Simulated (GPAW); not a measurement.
Consider C (Diamond, Fd-3m).

```
C
1.0
     0.00000    1.78337    1.78337
     1.78337    0.00000    1.78337
     1.78337    1.78337    0.00000
C
2
Direct
  0.75000 0.75000 0.75000
  0.50000 0.50000 0.50000
```

Absorber: atom 1, with 4 C at 1.54 Å (tetrahedral, site symmetry -43m). Method: GPAW, LDA, full core hole (charged cell), 32-atom cell with 6.2 Å between holes, 5×5×5 k points, dipole transitions, Gaussian full width 0.9 eV up to 4 eV, rising linearly to 3.5 eV at 25 eV.

Predict the near-edge structure at the C K edge.

Main maxima up to 20 eV above the zero (height): 1.6 eV (3.48), 3.4 eV (2.42), 8.1 eV (1.11) and 16.0 eV (0.92). A K edge sees empty p states; a tetrahedral site has σ* states alone, so there is no π* peak. The total-energy difference plus the lowest empty eigenvalue puts the zero at 291.24 eV. One term is added: -6.67 eV, since the hole is spin-paired here and a spin-polarised one costs that much less in the free atom (computed apart). The photon energy is then 284.57 eV. The functional and the charged cell's background leave an error in such absolute values: in the free atom LDA prices this hole 2.9 eV below PBE (computed apart), and PBE is itself good to a few eV.

The C K spectrum (energy from the lowest empty level; intensity scaled to a mean of 1 over the first 20 eV):

```csv
E (eV),intensity
-2.0,0.00
-1.0,0.00
0.0,0.27
1.0,2.20
2.0,2.80
3.0,1.96
4.0,1.69
5.0,0.89
6.0,0.91
7.0,0.99
8.0,1.10
9.0,0.94
10.0,0.75
11.0,0.47
12.0,0.24
13.0,0.21
14.0,0.45
15.0,0.78
16.0,0.92
17.0,0.82
18.0,0.66
19.0,0.51
20.0,0.35
```

The holes are only 6.2 Å apart, so the shape is probably not converged with cell size; no larger cell was run here. The mesh is coarse (0.25 Å⁻¹ between points), so small maxima may be mesh ripples. The structure is a published determination, not relaxed.

[Banner, clock and machine lines of the logs are left out without a mark of their own.]

[Logs are printed without paths, hosts, clocks, repeated set-up lines and the standing remarks that a program may print on its own settings, such as how far it seeks lower states.]

[Hosts, paths, dates, database ids (printed as entryN), source tags and the programs' standing remarks are cut or masked in the printed files.]

[Lists of maxima count a maximum above −3 eV only where it reaches 4 % of the highest in the window and stands out from its surroundings by 2 % of it (1.5 % where it reaches 55 %); shoulders and weaker maxima are passed over, and of the rest the first, up to two pre-edge ones and the few strongest are named.]
